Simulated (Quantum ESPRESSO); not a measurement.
**Fe3Ge: parallel and opposed starts**

Does Fe3Ge prefer parallel or opposed moments?

Program: Quantum ESPRESSO 7.5. Level of theory: LDA; plane waves with GBRV 1.5 LDA potentials, no spin-orbit coupling. Results are calculated unless marked as measured.

**1. The structure**

It takes space group P6_3/mmc (No. 194, hexagonal). The conventional cell has a = 5.169 Å, b = 5.169 Å, c = 4.222 Å, α = 90.00°, β = 90.00°, γ = 120.00°. Nearest to Fe lie 8 Fe at 2.50 to 2.67 Å and 4 Ge at 2.58 to 2.61 Å. Nearest to Ge lie 12 Fe at 2.58 to 2.61 Å. Farther neighbours are not listed.

Coordinates:

```cif
data_structure
_symmetry_space_group_name_H-M 'P 1'
_symmetry_Int_Tables_number 1
_cell_length_a 5.1690
_cell_length_b 5.1690
_cell_length_c 4.2220
_cell_angle_alpha 90.000
_cell_angle_beta 90.000
_cell_angle_gamma 120.000
_cell_volume 97.69
loop_
_atom_site_label
_atom_site_type_symbol
_atom_site_fract_x
_atom_site_fract_y
_atom_site_fract_z
_atom_site_occupancy
Fe1 Fe 0.83900 0.67800 0.25000 1
Fe2 Fe 0.16100 0.83900 0.75000 1
Fe3 Fe 0.32200 0.16100 0.25000 1
Fe4 Fe 0.16100 0.32200 0.75000 1
Fe5 Fe 0.83900 0.16100 0.25000 1
Fe6 Fe 0.67800 0.83900 0.75000 1
Ge7 Ge 0.33333 0.66667 0.25000 1
Ge8 Ge 0.66667 0.33333 0.75000 1
```

The cell comes from the Crystallography Open Database.

**2. Run 1 (ferro ++++++)**

The signs are those of the starting moments on the seeded atoms, the atoms that are given a moment.

Contents of pw.in:

```
&CONTROL
  calculation = 'scf'
  prefix = 'pwscf'
  outdir = './tmp'
  pseudo_dir = './pseudo'
  disk_io = 'nowf'
/
&SYSTEM
  ibrav = 0
  nat = 8
  ntyp = 2
  ecutwfc = 40
  ecutrho = 280
  nbnd = 85
  occupations = 'smearing'
  smearing = 'fd'
  degauss = 0.00734986
  nspin = 2
  starting_magnetization(1) = 0.175
  starting_magnetization(2) = 0
/
&ELECTRONS
  conv_thr = 1.6d-08
  electron_maxstep = 150
  mixing_beta = 0.3
/
ATOMIC_SPECIES
Fe     55.8450 fe_lda_v1.5.uspp.F.UPF
Ge     72.6300 ge_lda_v1.4.uspp.F.UPF
CELL_PARAMETERS angstrom
   5.1690000000    0.0000000000    0.0000000000
  -2.5845000000    4.4764853122    0.0000000000
   0.0000000000    0.0000000000    4.2220000000
ATOMIC_POSITIONS crystal
Fe      0.8390000000    0.6780000000    0.2500000000
Fe      0.1610000000    0.8390000000    0.7500000000
Fe      0.3220000000    0.1610000000    0.2500000000
Fe      0.1610000000    0.3220000000    0.7500000000
Fe      0.8390000000    0.1610000000    0.2500000000
Fe      0.6780000000    0.8390000000    0.7500000000
Ge      0.3333333333    0.6666666667    0.2500000000
Ge      0.6666666667    0.3333333333    0.7500000000
K_POINTS automatic
6 6 6 0 0 0
```

The run is started by

```console
$ OMP_NUM_THREADS=1 mpirun -n 4 pw.x -nk 4 -in pw.in > pw.out
```

Log:

```text
Program PWSCF v.7.5 starts

     Message from routine setup:
     using ibrav=0 with symmetry is DISCOURAGED, use correct ibrav instead

     K-points division:     npool     =       4
     Subspace diagonalization in iterative solution of the eigenvalue problem:

     G-vector sticks info
     --------------------
     sticks:   dense  smooth     PW     G-vecs:    dense   smooth      PW
     Sum        1831    1045    313                51997    22545    3713

     Using Slab Decomposition

     bravais-lattice index     =            0
     lattice parameter (alat)  =       9.7680  a.u.
     unit-cell volume          =     659.2627 (a.u.)^3
     number of atoms/cell      =            8
     number of atomic types    =            2
     number of electrons       =       124.00
     number of Kohn-Sham states=           85
     kinetic-energy cutoff     =      40.0000  Ry
     charge density cutoff     =     280.0000  Ry
     scf convergence threshold =      1.6E-08
     mixing beta               =       0.3000
     number of iterations used =            8  plain     mixing
     Exchange-correlation=  SLA  PZ   NOGX NOGC
                           (   1   1   0   0   0   0   0)

     celldm(1)=   9.767994  celldm(2)=   0.000000  celldm(3)=   0.000000
     celldm(4)=   0.000000  celldm(5)=   0.000000  celldm(6)=   0.000000

     crystal axes: (cart. coord. in units of alat)
               a(1) = (   1.000000   0.000000   0.000000 )
               a(2) = (  -0.500000   0.866025   0.000000 )
               a(3) = (   0.000000   0.000000   0.816792 )

     reciprocal axes: (cart. coord. in units 2 pi/alat)
               b(1) = (  1.000000  0.577350 -0.000000 )
               b(2) = (  0.000000  1.154701  0.000000 )
               b(3) = (  0.000000 -0.000000  1.224301 )

     PseudoPot. # 1 for Fe read from file:
     fe_lda_v1.5.uspp.F.UPF
     Pseudo is Ultrasoft + core correction, Zval = 16.0
     Generated by new atomic code, or converted to UPF format
     Using radial grid of  861 points,  6 beta functions with:
                l(1) =   0
                l(2) =   0
                l(3) =   1
                l(4) =   1
                l(5) =   2
                l(6) =   2
     Q(r) pseudized with  8 coefficients,  rinner =    1.000   1.000   1.000
                                                       1.000   1.000

     PseudoPot. # 2 for Ge read from file:
     ge_lda_v1.4.uspp.F.UPF
     Pseudo is Ultrasoft + core correction, Zval = 14.0
     Generated by new atomic code, or converted to UPF format
     Using radial grid of  873 points,  6 beta functions with:
                l(1) =   0
                l(2) =   0
                l(3) =   1
                l(4) =   1
                l(5) =   2
                l(6) =   2
     Q(r) pseudized with  8 coefficients,  rinner =    1.400   1.400   1.400
                                                       1.400   1.400

     atomic species   valence    mass     pseudopotential
     Fe               16.00    55.84500     Fe( 1.00)
     Ge               14.00    72.63000     Ge( 1.00)

     Starting magnetic structure
     atomic species   magnetization
     Fe              0.175
     Ge              0.000

     24 Sym. Ops., with inversion, found (12 have fractional translation)

   Cartesian axes

     site n.     atom                  positions (alat units)
         1        Fe     tau(   1) = (   0.5000000   0.5871652   0.2041981  )
         2        Fe     tau(   2) = (  -0.2585000   0.7265953   0.6125943  )
         3        Fe     tau(   3) = (   0.2415000   0.1394301   0.2041981  )
         4        Fe     tau(   4) = (   0.0000000   0.2788602   0.6125943  )
         5        Fe     tau(   5) = (   0.7585000   0.1394301   0.2041981  )
         6        Fe     tau(   6) = (   0.2585000   0.7265953   0.6125943  )
         7        Ge     tau(   7) = (  -0.0000000   0.5773503   0.2041981  )
         8        Ge     tau(   8) = (   0.5000000   0.2886751   0.6125943  )

     number of k points=    28  Fermi-Dirac smearing, width (Ry)=  0.0073
                       cart. coord. in units 2pi/alat
        k(    1) = (   0.0000000   0.0000000   0.0000000), wk =   0.0046296
        k(    2) = (   0.0000000   0.0000000   0.2040502), wk =   0.0092593
        k(    3) = (   0.0000000   0.0000000   0.4081004), wk =   0.0092593
        k(    4) = (   0.0000000   0.0000000  -0.6121506), wk =   0.0046296
        k(    5) = (   0.0000000   0.1924501   0.0000000), wk =   0.0277778
        [... 23 further k-points ...]

     Dense  grid:    51997 G-vectors     FFT dimensions: (  54,  54,  48)

     Smooth grid:    22545 G-vectors     FFT dimensions: (  40,  40,  36)

     Check: negative core charge=   -0.000049
     Generating pointlists ...
     new r_m :   0.1992 (alat units)  1.9462 (a.u.) for type    1
     new r_m :   0.2063 (alat units)  2.0150 (a.u.) for type    2

     Initial potential from superposition of free atoms

     starting charge     117.9985, renormalised to     124.0000
     Starting wfcs are   96 randomized atomic wfcs

     Self-consistent Calculation

     iteration #  1     ecut=    40.00 Ry     beta= 0.30
     Davidson diagonalization with overlap
     ethr =  1.00E-02,  avg # of iterations =  2.8

     total energy              =   -1927.21673871 Ry
     estimated scf accuracy    <       7.10194036 Ry

     total magnetization       =    12.26 Bohr mag/cell
     absolute magnetization    =    12.71 Bohr mag/cell

     iteration #  2     ecut=    40.00 Ry     beta= 0.30
     Davidson diagonalization with overlap
     ethr =  5.73E-03,  avg # of iterations =  2.0

     total energy              =   -1927.96033518 Ry
     estimated scf accuracy    <       0.67196232 Ry

     total magnetization       =    12.83 Bohr mag/cell
     absolute magnetization    =    13.46 Bohr mag/cell

     iteration #  3     ecut=    40.00 Ry     beta= 0.30
     Davidson diagonalization with overlap
     ethr =  5.42E-04,  avg # of iterations =  3.0

     total energy              =   -1928.04677343 Ry
     estimated scf accuracy    <       0.13501826 Ry

     total magnetization       =    13.00 Bohr mag/cell
     absolute magnetization    =    13.59 Bohr mag/cell

     [... further iterations left out ...]

     iteration #  9     ecut=    40.00 Ry     beta= 0.30
     Davidson diagonalization with overlap
     ethr =  3.45E-08,  avg # of iterations =  2.1

     total energy              =   -1928.06919378 Ry
     estimated scf accuracy    <       0.00001028 Ry

     total magnetization       =    12.62 Bohr mag/cell
     absolute magnetization    =    13.36 Bohr mag/cell

     iteration # 10     ecut=    40.00 Ry     beta= 0.30
     Davidson diagonalization with overlap
     ethr =  8.29E-09,  avg # of iterations =  2.0

     total energy              =   -1928.06919656 Ry
     estimated scf accuracy    <       0.00000046 Ry

     total magnetization       =    12.61 Bohr mag/cell
     absolute magnetization    =    13.34 Bohr mag/cell

     iteration # 11     ecut=    40.00 Ry     beta= 0.30
     Davidson diagonalization with overlap
     ethr =  3.67E-10,  avg # of iterations =  2.0

     total energy              =   -1928.06919670 Ry
     estimated scf accuracy    <       0.00000010 Ry

     total magnetization       =    12.61 Bohr mag/cell
     absolute magnetization    =    13.34 Bohr mag/cell

     iteration # 12     ecut=    40.00 Ry     beta= 0.30
     Davidson diagonalization with overlap
     ethr =  8.38E-11,  avg # of iterations =  1.7

     Magnetic moment per site  (integrated on atomic sphere of radius R)
     atom   1 (R=0.199)  charge= 14.4964  magn=  2.1298
     atom   2 (R=0.199)  charge= 14.4964  magn=  2.1298
     atom   3 (R=0.199)  charge= 14.4964  magn=  2.1298
     atom   4 (R=0.199)  charge= 14.4964  magn=  2.1298
     atom   5 (R=0.199)  charge= 14.4964  magn=  2.1298
     atom   6 (R=0.199)  charge= 14.4964  magn=  2.1298
     atom   7 (R=0.206)  charge= 12.2010  magn= -0.0931
     atom   8 (R=0.206)  charge= 12.2010  magn= -0.0931

     End of self-consistent calculation

     [... lines left out ...]
     the Fermi energy is    17.1129 ev

!    total energy              =   -1928.06919674 Ry
     estimated scf accuracy    <       0.00000001 Ry
     smearing contrib. (-TS)   =      -0.01562705 Ry
     internal energy E=F+TS    =   -1928.05356969 Ry

     The total energy is F=E-TS. E is the sum of the following terms:
     one-electron contribution =    -906.47590746 Ry
     hartree contribution      =     540.99124166 Ry
     xc contribution           =    -287.84099476 Ry
     ewald contribution        =   -1274.72790912 Ry

     total magnetization       =    12.61 Bohr mag/cell
     absolute magnetization    =    13.34 Bohr mag/cell

     convergence has been achieved in  12 iterations

=------------------------------------------------------------------------------=
   JOB DONE.
=------------------------------------------------------------------------------=
```

The job ended after 86 s (4 MPI ranks of Arm Neoverse V2, shared host; peak memory 0.69 GiB).

Spin moment in the atom's sphere by atom:

```csv
atom,spin moment in the atom's sphere (μB)
Fe1,2.13
Fe2,2.13
Fe3,2.13
Fe4,2.13
Fe5,2.13
Fe6,2.13
Ge7,-0.09
Ge8,-0.09
```

Read from the output:

```yaml
smearing_term_ts: 0.2126 eV
magnetization: 12.61 μB
absolute_magnetization: 13.34 μB
final_state: ferromagnetic
```

Spin density in the ab plane at fractional z = 0.250, with atoms of Fe and Ge within 0.2 Å of it.

Ten even steps from '_' (0.0 e/Å³) to '@' (4.3 e/Å³), each cell a mean:
```
____________________________
____________________________
________________________....
____________________..==##::
____________________--@@%%::
____________________..==..__
____________________________
____________________________
____________________________
__________..____________....
________++++..________::**--
______--@@**..______..%%%%..
______--**::________--**::__
________..__________..______
```
Columns run along a (5.2 Å), rows up along b (5.2 Å). Atoms in or near the plane, at fractional coordinates: Fe at (0.84, 0.68), Fe at (0.32, 0.16), Fe at (0.84, 0.16), Ge at (0.33, 0.67).

Valence density in the ab plane at fractional z = 0.250, with atoms of Fe and Ge within 0.2 Å of it. It is the smooth field of the valence electrons, not physical close to the nuclei.

Values in e/Å³, 14 rows by 14 columns, each cell a mean:
```
 0  0  0  0  0  0  0  0  0  0  0  0  0  0
 1  0  0  0  0  0  1  0  0  0  0  0  1  1
 1  0  0  0  1  2  2  1  0  0  0  2  6  4
 1  0  0  1 12 20  5  1  0  0  2 14 21  9
 1  0  1  6 36 28  4  1  0  1  8 22 20  5
 0  0  1  6 15  6  1  0  0  1  7 14  7  1
 0  0  1  1  1  1  0  0  0  1  2  2  1  0
 0  0  0  0  0  0  0  0  0  0  0  0  0  0
 0  0  0  0  0  0  1  0  0  0  0  0  0  1
 1  0  0  0  2  3  2  1  0  0  0  1  3  3
 1  0  0  3 12 17  6  1  0  0  2 10 18  8
 1  0  1 11 22 19  4  1  0  1  7 21 21  7
 0  0  2 12 17  7  1  0  0  1  8 18 10  1
 0  0  1  3  2  1  0  0  0  1  2  3  1  0
```
Columns run along a (5.2 Å), rows up along b (5.2 Å). Atoms in or near the plane, at fractional coordinates: Fe at (0.84, 0.68), Fe at (0.32, 0.16), Fe at (0.84, 0.16), Ge at (0.33, 0.67).

(Continued in part 2 of 2.)

[Logs and program files are shortened in this print: banners, set-up blocks, solver, clock and traceback lines can be left out without a mark of their own.]

[Logs are printed without paths, hosts, clocks, repeated set-up lines and the standing remarks that a program may print on its own settings, such as how far it seeks lower states.]

[Hosts, paths, dates, database ids (printed as entryN), source tags and the programs' standing remarks are cut or masked in the printed files.]

[Where a cell is said to come from a database of computed structures, the database is the Materials Project.]
